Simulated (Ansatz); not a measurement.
# Glassy 60SiO2-30Al2O3-5Li2O-5TiO2 (mol %) (72 atoms) under strain, part 3 of 4

Aim: relax glassy 60SiO2-30Al2O3-5Li2O-5TiO2 (mol %) (72 atoms), then change its volume and shape to read moduli from the stress.

Ansatz 0.2.0; Kohn-Sham DFT, LDA, PAW (set soft_2), plane waves.

The cell: 12 Si, 12 Al, 2 Li, 1 Ti and 45 O. The quench rate of 20 K/ps is many orders above laboratory rates. The network of bonds at the start is that of the classical potential that made the cell. Only the Γ point is sampled.

So far. Step 7 (Volume -6 %): The relaxation converged after 10 steps, 1.07 eV below its start, with a largest force component of 0.031 eV/Å. Step 7 (Volume -6 %): Volume -6 %: the energy stands 0.923 eV above that of the reference, at a pressure of 5.88 GPa.

### 8. Volume +6 %

The relaxed cell is scaled to another volume.

The input, input.yaml:

```yaml
crystal:
  lattice:
    - [9.88142, 0.06169, -0.02768]
    - [0.06169, 9.48785, -0.20444]
    - [-0.02768, -0.20444, 9.71299]
  atoms:
    [... the 72 atom lines of step 4 ...]
kpoints:
  mp_grid: { grid: [1, 1, 1] }
hamiltonian:
  xc: lda
scf:
  occupations: { method: fermi_dirac, width: 0.025 }
output:
  forces: true
  eigenvalues: true
  stress: true
relax:
  f_tol: 0.05
  max_steps: 70
```

The run is started by

```
ansatz run input.yaml --threads 4 --pin off --max-ram 8192MiB --backend cpu --events-out ev --progress --plain --runs-dir out
```

Numbers of over 12 decimals in the logs are rounded to 6 here.

What it wrote:

```text
[...]
Crystal: 72 atoms, lattice volume = 910.170 Å³
Basis set: ecut = 420 eV, 17807 PW (Γ)
Bands: 258, of which v1, the nominal top of the filled ones, is band 186 counted from 1 (185 counted from 0)
Symmetry: 1 space group operations
[...]
k-points: 1
[...]
SCF iter   1: F=—  HF=-41388.112167 eV  |F-HF|=—  |Δ(HF+E_count)|=         —  Δρ=1.37e-2  dr2=1.60e0  ethr=1.77e-3  ⟨swp⟩=5.0  Hψ=1122  notcnv=0  defer=61
[...]
SCF iter   6: F=—  HF=-41387.627634 eV  |F-HF|=—  |Δ(HF+E_count)|=   1.40e-5  Δρ=1.27e-4  dr2=2.06e-4  ethr=2.33e-7  ⟨swp⟩=2.0  Hψ=351  notcnv=0  defer=66
SCF iter   7: F=-41387.627665 eV  HF=-41387.627682 eV  |F-HF|=1.72e-5  |Δ(HF+E_count)|=   4.82e-5  Δρ=7.18e-5  dr2=5.13e-5  ethr=1.68e-8  ⟨swp⟩=15.0  Hψ=1696  notcnv=0
SCF 1 converged in 7 iterations: F = -41387.627665 eV  dr2 = 5.13e-5
[...]
relax step   1: F+E_penalty+E_count = -41387.62766461 eV  Δ(F+E_penalty+E_count) = +0.000e0 eV  max|allowed force component| = 7.455e-1 eV/Å  Δτ_max = 0.0000 Å  (7 SCF iters, dr2 threshold 6.25e-5 eV, accepted)
[...]
relax step   2: F+E_penalty+E_count = -41387.99937992 eV  Δ(F+E_penalty+E_count) = -3.717e-1 eV  max|allowed force component| = 5.224e-1 eV/Å  Δτ_max = 0.0568 Å  (6 SCF iters, dr2 threshold 3.47e-5 eV, accepted)
[...]
relax step   3: F+E_penalty+E_count = -41388.29217906 eV  Δ(F+E_penalty+E_count) = -2.928e-1 eV  max|allowed force component| = 2.485e-1 eV/Å  Δτ_max = 0.1060 Å  (7 SCF iters, dr2 threshold 1.71e-5 eV, accepted)
relax step   4: F+E_penalty+E_count = -41388.33172468 eV  Δ(F+E_penalty+E_count) = -3.955e-2 eV  max|allowed force component| = 8.830e-1 eV/Å  Δτ_max = 0.1576 Å  (8 SCF iters, dr2 threshold 1.40e-5 eV, accepted)
relax step   5: F+E_penalty+E_count = -41388.38719717 eV  Δ(F+E_penalty+E_count) = -5.547e-2 eV  max|allowed force component| = 2.726e-1 eV/Å  Δτ_max = 0.0595 Å  (6 SCF iters, dr2 threshold 1.00e-4 eV, accepted)
relax step   6: F+E_penalty+E_count = -41388.40614733 eV  Δ(F+E_penalty+E_count) = -1.895e-2 eV  max|allowed force component| = 7.132e-1 eV/Å  Δτ_max = 0.2000 Å  (8 SCF iters, dr2 threshold 7.09e-6 eV, accepted)
relax step   7: F+E_penalty+E_count = -41388.43278814 eV  Δ(F+E_penalty+E_count) = -2.664e-2 eV  max|allowed force component| = 7.898e-2 eV/Å  Δτ_max = 0.0759 Å  (6 SCF iters, dr2 threshold 4.85e-5 eV, accepted)
relax step   8: F+E_penalty+E_count = -41388.43677304 eV  Δ(F+E_penalty+E_count) = -3.985e-3 eV  max|allowed force component| = 1.147e-1 eV/Å  Δτ_max = 0.0399 Å  (9 SCF iters, accepted)
relax step   9: F+E_penalty+E_count = -41388.43947374 eV  Δ(F+E_penalty+E_count) = -2.701e-3 eV  max|allowed force component| = 5.009e-2 eV/Å  Δτ_max = 0.0090 Å  (7 SCF iters, accepted)
[...]
relax step  10: F+E_penalty+E_count = -41388.44087194 eV  Δ(F+E_penalty+E_count) = -1.398e-3 eV  max|allowed force component| = 3.983e-2 eV/Å  Δτ_max = 0.0100 Å  (7 SCF iters, accepted)
SCF converged after 7 iterations
Free energy (F): -41388.440872 eV
[...]
Internal energy: -41388.440872 eV  (E = F + TS)
E sigma→0 (E₀):  -41388.440872 eV
Fermi energy:    4.640622 eV
[...]
Σ components = -41388.440872   (vs F -41388.440872, Δ=0.00e0)
--- Forces (eV/Å), atoms counted from 1 ---
  atom   1  Si     0.02458111    -0.00829777     0.00011007
  atom   2  Si    -0.02424385    -0.01870757    -0.00903749
  atom   3  Si    -0.00662829    -0.00798818     0.02207440
  atom   4  Si     0.00676490    -0.01701631     0.00188336
[...]
atom  72  O      0.01695115     0.00765319    -0.00228450
  max |Σ_I F_I| component: 1.36e-4 eV/Å
--- Stress (GPa, compression-positive) ---
       -5.298595      -0.264140       0.723178
       -0.264140      -4.599421       0.578715
        0.723178       0.578715      -4.830796
  P = ⅓ Tr σ = -4.9096 GPa (-49.096 kbar)
--- Band table (eV) ---
[...]
--- Relaxed structure (10 steps of the walk, 10 accepted, 0 SCFs on fresh bases) ---
  F+E_penalty+E_count = -41388.44087194 eV   max|allowed force component| = 3.983e-2 eV/Å
  atoms:
    - { symbol: Si, position: [0.551794, 0.863807, 0.439826] }
    - { symbol: Si, position: [0.459600, 0.906645, 0.846431] }
    - { symbol: Si, position: [0.709179, 0.970243, 0.178488] }
    - { symbol: Si, position: [0.581563, 0.618531, 0.928502] }
[...]
- { symbol: O, position: [0.388087, 0.021371, 0.950574] }
```

It took 30 s on 4 threads of Intel Xeon 6975P-C (Granite Rapids), shared host; peak memory 1.1 GiB; 1.8 min of CPU time.

The relaxation converged after 10 steps, 0.813 eV below its start, with a largest force component of 0.040 eV/Å.

Volume +6 %: the energy stands 0.812 eV above that of the reference, at a pressure of -4.91 GPa.

### 9. Volume -10 %

The relaxed cell is scaled to another volume.

input.yaml, the sections that differ from step 8:

```yaml
crystal:
  lattice:
    - [9.3569, 0.05841, -0.02621]
    - [0.05841, 8.98422, -0.19359]
    - [-0.02621, -0.19359, 9.19741]
  atoms:
    [... the 72 atom lines of step 4 ...]
# kpoints, hamiltonian, scf, output, relax: as in step 8
```

What it wrote:

```text
[...]
Crystal: 72 atoms, lattice volume = 772.788 Å³
Basis set: ecut = 420 eV, 15073 PW (Γ)
Bands: 258, of which v1, the nominal top of the filled ones, is band 186 counted from 1 (185 counted from 0)
Symmetry: 1 space group operations
[...]
k-points: 1
[...]
SCF iter   1: F=—  HF=-41383.747968 eV  |F-HF|=—  |Δ(HF+E_count)|=         —  Δρ=1.41e-2  dr2=1.37e0  ethr=1.77e-3  ⟨swp⟩=7.0  Hψ=1249  notcnv=0  defer=39
[...]
SCF iter   6: F=—  HF=-41383.296098 eV  |F-HF|=—  |Δ(HF+E_count)|=   1.12e-5  Δρ=9.84e-5  dr2=7.72e-5  ethr=9.20e-8  ⟨swp⟩=2.0  Hψ=377  notcnv=0  defer=66
SCF iter   7: F=-41383.296102 eV  HF=-41383.296105 eV  |F-HF|=3.12e-6  |Δ(HF+E_count)|=   7.12e-6  Δρ=3.71e-5  dr2=1.11e-5  ethr=1.68e-8  ⟨swp⟩=17.0  Hψ=1448  notcnv=0
SCF 1 converged in 7 iterations: F = -41383.296102 eV  dr2 = 1.11e-5
[...]
relax step   1: F+E_penalty+E_count = -41383.29610162 eV  Δ(F+E_penalty+E_count) = +0.000e0 eV  max|allowed force component| = 1.717e0 eV/Å  Δτ_max = 0.0000 Å  (7 SCF iters, dr2 threshold 6.25e-5 eV, accepted)
[...]
relax step   2: F+E_penalty+E_count = -41384.54202418 eV  Δ(F+E_penalty+E_count) = -1.246e0 eV  max|allowed force component| = 1.260e0 eV/Å  Δτ_max = 0.0755 Å  (6 SCF iters, dr2 threshold 1.00e-4 eV, accepted)
[...]
relax step   3: F+E_penalty+E_count = -41385.95797388 eV  Δ(F+E_penalty+E_count) = -1.416e0 eV  max|allowed force component| = 4.696e-1 eV/Å  Δτ_max = 0.1953 Å  (7 SCF iters, dr2 threshold 9.93e-5 eV, accepted)
relax step   4: F+E_penalty+E_count = -41386.42701417 eV  Δ(F+E_penalty+E_count) = -4.690e-1 eV  max|allowed force component| = 3.656e-1 eV/Å  Δτ_max = 0.2000 Å  (7 SCF iters, dr2 threshold 3.06e-5 eV, accepted)
relax step   5: F+E_penalty+E_count = -41386.51864191 eV  Δ(F+E_penalty+E_count) = -9.163e-2 eV  max|allowed force component| = 7.752e-1 eV/Å  Δτ_max = 0.1030 Å  (7 SCF iters, dr2 threshold 1.85e-5 eV, accepted)
relax step   6: F+E_penalty+E_count = -41386.54691398 eV  Δ(F+E_penalty+E_count) = -2.827e-2 eV  max|allowed force component| = 2.257e-1 eV/Å  Δτ_max = 0.0393 Å  (5 SCF iters, dr2 threshold 1.00e-4 eV, accepted)
relax step   7: F+E_penalty+E_count = -41386.57009727 eV  Δ(F+E_penalty+E_count) = -2.318e-2 eV  max|allowed force component| = 1.773e-1 eV/Å  Δτ_max = 0.2000 Å  (8 SCF iters, dr2 threshold 4.32e-6 eV, accepted)
relax step   8: F+E_penalty+E_count = -41386.61665827 eV  Δ(F+E_penalty+E_count) = -4.656e-2 eV  max|allowed force component| = 4.154e-1 eV/Å  Δτ_max = 0.1950 Å  (9 SCF iters, dr2 threshold 2.66e-6 eV, accepted)
relax step   9: F+E_penalty+E_count = -41386.64086202 eV  Δ(F+E_penalty+E_count) = -2.420e-2 eV  max|allowed force component| = 6.069e-1 eV/Å  Δτ_max = 0.2000 Å  (6 SCF iters, dr2 threshold 1.00e-4 eV, accepted)
relax step  10: F+E_penalty+E_count = -41386.62723078 eV  Δ(F+E_penalty+E_count) = +1.363e-2 eV  max|allowed force component| = 9.161e-1 eV/Å  Δτ_max = 0.1971 Å  (7 SCF iters, dr2 threshold 1.00e-4 eV, rejected (line search))
relax step  11: F+E_penalty+E_count = -41386.74488850 eV  Δ(F+E_penalty+E_count) = -1.040e-1 eV  max|allowed force component| = 2.677e-1 eV/Å  Δτ_max = 0.0986 Å  (10 SCF iters, accepted)
relax step  12: F+E_penalty+E_count = -41386.81072336 eV  Δ(F+E_penalty+E_count) = -6.583e-2 eV  max|allowed force component| = 2.471e-1 eV/Å  Δτ_max = 0.1000 Å  (7 SCF iters, dr2 threshold 1.39e-5 eV, accepted)
relax step  13: F+E_penalty+E_count = -41386.86844869 eV  Δ(F+E_penalty+E_count) = -5.773e-2 eV  max|allowed force component| = 5.565e-1 eV/Å  Δτ_max = 0.1437 Å  (8 SCF iters, dr2 threshold 1.19e-5 eV, accepted)
relax step  14: F+E_penalty+E_count = -41386.92817341 eV  Δ(F+E_penalty+E_count) = -5.972e-2 eV  max|allowed force component| = 3.820e-1 eV/Å  Δτ_max = 0.0846 Å  (6 SCF iters, dr2 threshold 1.00e-4 eV, accepted)
relax step  15: F+E_penalty+E_count = -41386.95871674 eV  Δ(F+E_penalty+E_count) = -3.054e-2 eV  max|allowed force component| = 2.954e-1 eV/Å  Δτ_max = 0.0903 Å  (5 SCF iters, dr2 threshold 6.87e-5 eV, accepted)
relax step  16: F+E_penalty+E_count = -41386.94023391 eV  Δ(F+E_penalty+E_count) = +1.848e-2 eV  max|allowed force component| = 1.439e-1 eV/Å  Δτ_max = 0.1575 Å  (7 SCF iters, dr2 threshold 4.11e-5 eV, rejected (line search))
relax step  17: F+E_penalty+E_count = -41386.96837159 eV  Δ(F+E_penalty+E_count) = -9.655e-3 eV  max|allowed force component| = 8.260e-2 eV/Å  Δτ_max = 0.0761 Å  (10 SCF iters, accepted)
relax step  18: F+E_penalty+E_count = -41386.97322394 eV  Δ(F+E_penalty+E_count) = -4.852e-3 eV  max|allowed force component| = 7.208e-2 eV/Å  Δτ_max = 0.0587 Å  (9 SCF iters, accepted)
[...]
relax step  19: F+E_penalty+E_count = -41386.97477755 eV  Δ(F+E_penalty+E_count) = -1.554e-3 eV  max|allowed force component| = 4.866e-2 eV/Å  Δτ_max = 0.0223 Å  (8 SCF iters, accepted)
SCF converged after 8 iterations
Free energy (F): -41386.974778 eV
[...]
Internal energy: -41386.974778 eV  (E = F + TS)
E sigma→0 (E₀):  -41386.974778 eV
Fermi energy:    6.290552 eV
[...]
Σ components = -41386.974778   (vs F -41386.974778, Δ=0.00e0)
--- Forces (eV/Å), atoms counted from 1 ---
  atom   1  Si     0.00112326    -0.02303422     0.00113516
  atom   2  Si    -0.02326713     0.00284776     0.01659556
  atom   3  Si     0.00132344     0.00943203    -0.01698053
  atom   4  Si     0.00955933     0.01133845    -0.00419663
[...]
atom  72  O      0.00215772    -0.00867027    -0.00129159
  max |Σ_I F_I| component: 2.61e-4 eV/Å
--- Stress (GPa, compression-positive) ---
        7.903093      -0.150933      -0.456198
       -0.150934       7.280320      -1.562155
       -0.456198      -1.562156       8.836969
  P = ⅓ Tr σ = 8.0068 GPa (80.068 kbar)
--- Band table (eV) ---
[...]
--- Relaxed structure (19 steps of the walk, 17 accepted, 0 SCFs on fresh bases) ---
  F+E_penalty+E_count = -41386.97477755 eV   max|allowed force component| = 4.866e-2 eV/Å
  atoms:
    - { symbol: Si, position: [0.556714, 0.850776, 0.434392] }
    - { symbol: Si, position: [0.448574, 0.910938, 0.825680] }
    - { symbol: Si, position: [0.690772, 0.954710, 0.186555] }
    - { symbol: Si, position: [0.576825, 0.619051, 0.929075] }
[...]
- { symbol: O, position: [0.390896, 0.039526, 0.934456] }
```

Wall time 52 s (4 threads); peak memory 1 GiB.

The relaxation converged after 19 steps, 3.68 eV below its start, with a largest force component of 0.049 eV/Å.

Volume -10 %: the energy stands 2.28 eV above that of the reference, at a pressure of 8.01 GPa.

### 10. Stretched by 1 % along x

The relaxed cell is strained along x alone, which gives the stiffness along x and its coupling to y and z.

input.yaml, the sections that differ from step 9:

```yaml
crystal:
  lattice:
    - [9.78826, 0.0605, -0.02715]
    - [0.0611, 9.30535, -0.20051]
    - [-0.02742, -0.20051, 9.52616]
  atoms:
    [... the 72 atom lines of step 4 ...]
# kpoints, hamiltonian, scf, output, relax: as in step 9
```

What it wrote:

```text
[...]
Crystal: 72 atoms, lattice volume = 867.238 Å³
Basis set: ecut = 420 eV, 16965 PW (Γ)
Bands: 258, of which v1, the nominal top of the filled ones, is band 186 counted from 1 (185 counted from 0)
Symmetry: 1 space group operations
[...]
k-points: 1
[...]
SCF iter   1: F=—  HF=-41389.630582 eV  |F-HF|=—  |Δ(HF+E_count)|=         —  Δρ=1.38e-2  dr2=1.51e0  ethr=1.77e-3  ⟨swp⟩=5.0  Hψ=1122  notcnv=0  defer=61
[...]
SCF iter   6: F=—  HF=-41389.163826 eV  |F-HF|=—  |Δ(HF+E_count)|=   3.79e-5  Δρ=1.15e-4  dr2=1.46e-4  ethr=1.58e-7  ⟨swp⟩=2.0  Hψ=376  notcnv=0  defer=66
SCF iter   7: F=-41389.163849 eV  HF=-41389.163860 eV  |F-HF|=1.07e-5  |Δ(HF+E_count)|=   3.41e-5  Δρ=5.96e-5  dr2=3.29e-5  ethr=1.68e-8  ⟨swp⟩=15.0  Hψ=1632  notcnv=0
SCF 1 converged in 7 iterations: F = -41389.163849 eV  dr2 = 3.29e-5
[...]
relax step   1: F+E_penalty+E_count = -41389.16384885 eV  Δ(F+E_penalty+E_count) = +0.000e0 eV  max|allowed force component| = 3.779e-1 eV/Å  Δτ_max = 0.0000 Å  (7 SCF iters, dr2 threshold 6.25e-5 eV, accepted)
[...]
relax step   2: F+E_penalty+E_count = -41389.18613787 eV  Δ(F+E_penalty+E_count) = -2.229e-2 eV  max|allowed force component| = 2.342e-1 eV/Å  Δτ_max = 0.0109 Å  (6 SCF iters, dr2 threshold 8.93e-6 eV, accepted)
[...]
relax step   3: F+E_penalty+E_count = -41389.20329212 eV  Δ(F+E_penalty+E_count) = -1.715e-2 eV  max|allowed force component| = 6.760e-2 eV/Å  Δτ_max = 0.0182 Å  (7 SCF iters, dr2 threshold 3.43e-6 eV, accepted)
relax step   4: F+E_penalty+E_count = -41389.20349783 eV  Δ(F+E_penalty+E_count) = -2.057e-4 eV  max|allowed force component| = 1.120e-1 eV/Å  Δτ_max = 0.0231 Å  (8 SCF iters, accepted)
[...]
relax step   5: F+E_penalty+E_count = -41389.20589643 eV  Δ(F+E_penalty+E_count) = -2.399e-3 eV  max|allowed force component| = 3.413e-2 eV/Å  Δτ_max = 0.0093 Å  (7 SCF iters, accepted)
SCF converged after 7 iterations
Free energy (F): -41389.205896 eV
[...]
Internal energy: -41389.205896 eV  (E = F + TS)
E sigma→0 (E₀):  -41389.205896 eV
Fermi energy:    5.027775 eV
[...]
Σ components = -41389.205896   (vs F -41389.205896, Δ=0.00e0)
--- Forces (eV/Å), atoms counted from 1 ---
  atom   1  Si    -0.01324996    -0.01068296    -0.00805499
  atom   2  Si    -0.00350545     0.00070181     0.02920229
  atom   3  Si    -0.01951830    -0.01420011     0.00760994
  atom   4  Si    -0.00628728     0.00382575    -0.00759758
[...]
atom  72  O      0.00885036     0.01660515    -0.01722761
  max |Σ_I F_I| component: 1.31e-4 eV/Å
--- Stress (GPa, compression-positive) ---
       -1.881936       0.054298       0.074738
        0.054298      -0.721258       0.129644
        0.074737       0.129644      -0.709027
  P = ⅓ Tr σ = -1.1041 GPa (-11.041 kbar)
--- Band table (eV) ---
[...]
--- Relaxed structure (5 steps of the walk, 5 accepted, 0 SCFs on fresh bases) ---
  F+E_penalty+E_count = -41389.20589643 eV   max|allowed force component| = 3.413e-2 eV/Å
  atoms:
    - { symbol: Si, position: [0.556625, 0.860128, 0.436483] }
    - { symbol: Si, position: [0.451107, 0.906156, 0.837943] }
    - { symbol: Si, position: [0.710326, 0.971600, 0.181261] }
    - { symbol: Si, position: [0.580396, 0.616717, 0.927989] }
[...]
- { symbol: O, position: [0.383254, 0.021035, 0.948898] }
```

It took 14 s on 4 threads; peak memory 1.1 GiB; 50 s of CPU time.

The relaxation converged after 5 steps, 0.0420 eV below its start, with a largest force component of 0.034 eV/Å.

Stretched by 1 % along x: the energy stands 0.0472 eV above that of the reference, at a pressure of -1.10 GPa.

### 11. Compressed by 1 % along x

The relaxed cell is strained along x alone, which gives the stiffness along x and its coupling to y and z.

input.yaml, the sections that differ from step 10:

```yaml
crystal:
  lattice:
    - [9.59444, 0.0605, -0.02715]
    - [0.0599, 9.30535, -0.20051]
    - [-0.02688, -0.20051, 9.52616]
  atoms:
    [... the 72 atom lines of step 4 ...]
# kpoints, hamiltonian, scf, output, relax: as in step 10
```

What it wrote:

```text
[...]
Crystal: 72 atoms, lattice volume = 850.066 Å³
Basis set: ecut = 420 eV, 16599 PW (Γ)
Bands: 258, of which v1, the nominal top of the filled ones, is band 186 counted from 1 (185 counted from 0)
Symmetry: 1 space group operations
[...]
k-points: 1
[...]
SCF iter   1: F=—  HF=-41389.610933 eV  |F-HF|=—  |Δ(HF+E_count)|=         —  Δρ=1.38e-2  dr2=1.48e0  ethr=1.77e-3  ⟨swp⟩=5.0  Hψ=1122  notcnv=0  defer=61
[...]
SCF iter   6: F=—  HF=-41389.151243 eV  |F-HF|=—  |Δ(HF+E_count)|=   3.25e-5  Δρ=1.12e-4  dr2=1.30e-4  ethr=1.41e-7  ⟨swp⟩=2.0  Hψ=377  notcnv=0  defer=66
SCF iter   7: F=-41389.151263 eV  HF=-41389.151272 eV  |F-HF|=8.74e-6  |Δ(HF+E_count)|=   2.91e-5  Δρ=5.54e-5  dr2=2.77e-5  ethr=1.68e-8  ⟨swp⟩=14.0  Hψ=1615  notcnv=0
SCF 1 converged in 7 iterations: F = -41389.151263 eV  dr2 = 2.77e-5
[...]
relax step   1: F+E_penalty+E_count = -41389.15126344 eV  Δ(F+E_penalty+E_count) = +0.000e0 eV  max|allowed force component| = 4.191e-1 eV/Å  Δτ_max = 0.0000 Å  (7 SCF iters, dr2 threshold 6.25e-5 eV, accepted)
[...]
relax step   2: F+E_penalty+E_count = -41389.17604479 eV  Δ(F+E_penalty+E_count) = -2.478e-2 eV  max|allowed force component| = 2.441e-1 eV/Å  Δτ_max = 0.0108 Å  (6 SCF iters, dr2 threshold 1.10e-5 eV, accepted)
[...]
relax step   3: F+E_penalty+E_count = -41389.19607169 eV  Δ(F+E_penalty+E_count) = -2.003e-2 eV  max|allowed force component| = 7.485e-2 eV/Å  Δτ_max = 0.0206 Å  (7 SCF iters, dr2 threshold 3.73e-6 eV, accepted)
relax step   4: F+E_penalty+E_count = -41389.19780621 eV  Δ(F+E_penalty+E_count) = -1.735e-3 eV  max|allowed force component| = 1.027e-1 eV/Å  Δτ_max = 0.0305 Å  (8 SCF iters, accepted)
[...]
relax step   5: F+E_penalty+E_count = -41389.20123749 eV  Δ(F+E_penalty+E_count) = -3.431e-3 eV  max|allowed force component| = 3.135e-2 eV/Å  Δτ_max = 0.0076 Å  (7 SCF iters, accepted)
SCF converged after 7 iterations
Free energy (F): -41389.201237 eV
[...]
Internal energy: -41389.201237 eV  (E = F + TS)
E sigma→0 (E₀):  -41389.201237 eV
Fermi energy:    5.205689 eV
[...]
Σ components = -41389.201237   (vs F -41389.201237, Δ=0.00e0)
--- Forces (eV/Å), atoms counted from 1 ---
  atom   1  Si     0.00893777     0.00618457    -0.00511731
  atom   2  Si     0.00140147    -0.00362416    -0.01691810
  atom   3  Si     0.01824093     0.01392951    -0.00531376
  atom   4  Si     0.01309834    -0.00357491     0.00101770
[...]
atom  72  O     -0.01582225     0.00143682     0.01436644
  max |Σ_I F_I| component: 1.56e-4 eV/Å
--- Stress (GPa, compression-positive) ---
        1.849444      -0.011700      -0.051501
       -0.011700       0.555964      -0.186937
       -0.051501      -0.186937       0.623003
  P = ⅓ Tr σ = 1.0095 GPa (10.095 kbar)
--- Band table (eV) ---
[...]
--- Relaxed structure (5 steps of the walk, 5 accepted, 0 SCFs on fresh bases) ---
  F+E_penalty+E_count = -41389.20123749 eV   max|allowed force component| = 3.135e-2 eV/Å
  atoms:
    - { symbol: Si, position: [0.559074, 0.860677, 0.438418] }
    - { symbol: Si, position: [0.446149, 0.905079, 0.837058] }
    - { symbol: Si, position: [0.710146, 0.970738, 0.181736] }
    - { symbol: Si, position: [0.578216, 0.616871, 0.927496] }
[...]
- { symbol: O, position: [0.376279, 0.019175, 0.947930] }
```

Run time: 14 s. Hardware: 4 threads; peak memory 1 GiB; 50 s of CPU time.

The relaxation converged after 5 steps, 0.0500 eV below its start, with a largest force component of 0.031 eV/Å.

Compressed by 1 % along x: the energy stands 0.0519 eV above that of the reference, at a pressure of 1.01 GPa.

(Part 3 of 4 ends here.)

[Logs are printed without paths, hosts, clocks, repeated set-up lines and the standing remarks that a program may print on its own settings, such as how far it seeks lower states.]

[Hosts, paths, dates, database ids (printed as entryN), source tags and the programs' standing remarks are cut or masked in the printed files.]
